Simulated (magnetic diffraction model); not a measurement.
# TmW below its ordering temperature

Space group P-6m2 (no. 187), a = 3.7220 Å, c = 3.6320 Å.

| site | atom | x | y | z |
| --- | --- | --- | --- | --- |
| 1e | W | 2/3 | 1/3 | 0 |
| 1b | Tm | 0 | 0 | 1/2 |

This is a made-up structure (elements placed in a structure type, unrelaxed), so the numbers test the method and describe no known phase.

Only Tm is taken to order (form factors of Tm3+); orders and moment sizes are assumed, and not adapted to the symmetry. Radiation: neutrons of λ = 2.0775 Å, 8° to 90°; isotropic B of 0.24 Å² (W) and 0.26 Å² (Tm). Simulated constant-wavelength pattern: nuclear and magnetic terms add, the magnetic one as |2.695 fm × Σ f S⊥ exp(2πi Q·r) exp(−B s²)|², summed over all Q at one angle with the factor 1/(sin²θ cos θ). For collinear order S is the moment m, which repeats by lattice and centring translations R with the sign exp(−2πi k·R). Free-ion form factors, Sears's scattering lengths of 1992, no absorption; a label names one of the reflections at its angle. The strongest nuclear line in the range is 100, and lines under 0.2 are left out.

Above the ordering temperature:

```
2θ (°)    index      I
 33.24  (0 0 1)    1.6
 37.60  (1 0 0)   31.3
 51.05  (1 0 1)  100.0
 67.86  (1 1 0)   42.1
 69.78  (0 0 2)   13.5
 77.68  (1 1 1)    2.4
 80.26  (2 0 0)    9.3
 82.07  (1 0 2)   18.2
 89.68  (2 0 1)   45.8
```

Below it (cell unchanged):

```tsv
2θ (°)	I
16.44	177.1
33.24	1.6
37.60	31.3
41.29	90.2
50.81	16.4
51.05	100.0
64.90	46.8
67.86	42.1
69.78	13.5
70.37	25.4
77.68	2.4
80.26	9.3
82.07	18.2
82.63	17.8
89.50	19.8
89.68	45.8
```

**Question.** Find the propagation vector, then choose among these models:
A. collinear moments along [101], 4.4 μB on Tm
B. collinear moments along [100], 4.4 μB on Tm
C. collinear moments along [001], 4.4 μB on Tm

The new lines index as (0 0 1/2) at 16.44°, (1 0 1/2) at 41.29°, (0 0 3/2) at 50.81° and (1 0 3/2) at 64.90°, that is as H ± k with k = (0 0 1/2). Half indices mean that the moments reverse under translations with k·R a half-integer, and the magnetic cell has twice the primitive volume.

Magnetic intensity, observed (below minus above) and for each model:

| 2θ (°) | index | observed | A | B | C |
| --- | --- | --- | --- | --- | --- |
| 16.44 | (0 0 1/2) | 177.1 | 90.7 | 177.1 | <0.2 |
| 41.29 | (1 0 1/2) | 90.2 | 109.4 | 90.2 | 129.5 |
| 50.81 | (0 0 3/2) | 16.4 | 8.4 | 16.4 | <0.2 |
| 64.90 | (1 0 3/2) | 46.8 | 34.0 | 46.8 | 20.6 |
| 70.37 | (1 1 1/2) | 25.4 | 34.9 | 25.4 | 44.8 |
| 82.63 | (2 0 1/2) | 17.8 | 24.9 | 17.8 | 32.3 |
| 89.50 | (1 1 3/2) | 19.8 | 19.0 | 19.8 | 18.2 |

Model B matches.

The structure used: k = (0 0 1/2), collinear moments along [100], 4.4 μB on Tm.

[Logs are printed without paths, hosts, clocks, repeated set-up lines and the standing remarks that a program may print on its own settings, such as how far it seeks lower states.]
